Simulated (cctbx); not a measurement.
## Resonant diffraction in Ba2NiBiTe5

Space group Pnma (no. 62), a = 12.4370 Å, b = 9.3490 Å, c = 8.9320 Å, α = 90.00°, β = 90.00°, γ = 90.00°.

```
atom  mult.       x       y       z  Ueq (Å²)
 Bi1      4  0.9835     3/4  0.4743    0.0068
 Ba1      8  0.3202  0.4935  0.3843    0.0090
 Te1      4  0.5071     3/4  0.4616    0.0080
 Te2      4  0.7232     3/4  0.8807    0.0071
 Te3      4  0.7814     3/4  0.3781    0.0107
 Te4      8  0.0486  0.4534  0.3177    0.0089
 Ni1      4  0.9135     3/4  0.8258    0.0091
```

The model is made up (kin elements in a known structure type, no relaxation), so it says nothing on whether the phase exists.

Calculated with cctbx: free-atom f′ and f″ from the Sasaki tables, no fine structure; amplitudes in electrons.

```csv
E (eV),F 0 2 0,F 1 0 1,F 2 0 1,F 2 0 0
7733,245.7,144.8,35.9,230.9
8083,239.9,144.7,38.3,227.5
8213,236.2,145.4,40.3,225.6
8273,233.0,146.3,42.3,224.0
8303,230.0,147.3,44.4,222.5
8318,227.0,148.4,46.5,221.1
8325,224.3,149.4,48.4,219.9
8329,221.5,150.5,50.5,218.5
8337,221.4,150.4,48.1,218.6
8341,224.6,149.1,45.6,220.1
8348,227.4,147.9,43.4,221.4
8363,230.4,146.7,41.1,222.8
8393,233.4,145.3,38.7,224.1
8483,237.0,143.4,35.7,225.6
8733,240.1,140.9,32.7,226.7
```

**Question.** Which edge is crossed, and why do the reflections move as they do?

The K edge of Ni. The edge is at 8333 eV. f′ of Ni falls from -3.9 e at 8213 eV to -7.5 e at 4 eV below it, and f″ steps from 0.48 to 3.91 e across it. Over that approach |F| changes by -6 % (0 2 0), +4 % (1 0 1), +25 % (2 0 1) and -3 % (2 0 0): a reflection falls where Ni scatters in phase with the total and rises where it scatters against it; it hardly moves where the Ni term is small or cancels by symmetry. Above the edge the larger f″ enters the imaginary part, where it can add to or cancel the other atoms' f″. The structure is centrosymmetric, so Friedel mates stay equal.

[Logs are printed without paths, hosts, clocks, repeated set-up lines and the standing remarks that a program may print on its own settings, such as how far it seeks lower states.]
